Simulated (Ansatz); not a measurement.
In doubt: masses and optical values from hybrid runs of this build are listed as unsure (in some of the runs), which bears on the screening that GW takes from such a start.

System: RbSb4F13 (I4/m).

The structure is tetragonal, space group I4/m (No. 87). The conventional cell has a = 9.635 Å, b = 9.635 Å, c = 6.563 Å, α = 90.00°, β = 90.00°, γ = 90.00°. Nearest to Rb lie 10 F at 2.92 to 3.28 Å. Nearest to Sb lie 3 F at 1.97 to 2.00 Å. F has 4 Sb at 2.67 Å and 8 F at 2.71 Å and 2 Rb at 3.28 Å nearest. Nearest to F lie 1 Sb at 2.00 Å. Nearest to F lie 2 Sb at 1.97 to 2.90 Å and 1 Rb at 2.92 Å. Farther neighbours and most contacts between anions are not listed.

```
Rb Sb F
1.0
    -4.81750    4.81750    3.28150
     4.81750   -4.81750    3.28150
     4.81750    4.81750   -3.28150
Rb Sb F
1 4 13
Direct
  0.50000 0.50000 0.00000
  0.00640 0.27709 0.28349
  0.27709 0.99360 0.27070
  0.99360 0.72291 0.71651
  0.72291 0.00640 0.72930
  0.00000 0.00000 0.00000
  0.56148 0.87661 0.43809
  0.87661 0.43852 0.31513
  0.43852 0.12339 0.56191
  0.12339 0.56148 0.68487
  0.43010 0.33449 0.32074
  0.33449 0.01375 0.90439
  0.01375 0.10936 0.67926
  0.10936 0.43010 0.09561
  0.56990 0.66551 0.67926
  0.66551 0.98625 0.09561
  0.98625 0.89064 0.32074
  0.89064 0.56990 0.90439
```

Geometry: measured cell, ions relaxed with PBE. The runs that relaxed it are not among those shown. Spin-orbit coupling is left out unless a run names it.

Gaps computed with Ansatz 0.2.0 without a self-energy: HSE06 6.04 eV and r2SCAN 5.16 eV.

Question: Estimate the G0W0@HSE06 gap with 4×4×4 mesh, 1025 empty bands, screening to 130 eV, PAW set soft_1 files.

About 8.04 eV: on its mesh the run moves the gap from 6.06 eV by +1.99 eV, and the mesh misses the edges by 0.02 eV. Among the scalar-relativistic levels given, HSE06 is nearest (−2.00 eV). Bands and cutoff are finite, so the gap is not at the basis limit. The miss can reach some tenths of an eV and take either sign; the mesh is an error of its own. The many-body steps are scalar-relativistic: spin-orbit coupling is not in them.

[Paths, hosts, dates, memory and timing lines, banners, echoed tables and standing remarks are left out of the program output.]

[Logs are printed without paths, hosts, clocks, repeated set-up lines and the standing remarks that a program may print on its own settings, such as how far it seeks lower states.]

[Runs of the session that timed out or met a known fault of the program may be left out.]

[Cells called generated may have been cut or substituted from an entry of the Crystallography Open Database or the Materials Project.]

[Hosts, paths, dates, database ids (printed as entryN), source tags and the programs' standing remarks are cut or masked in the printed files.]
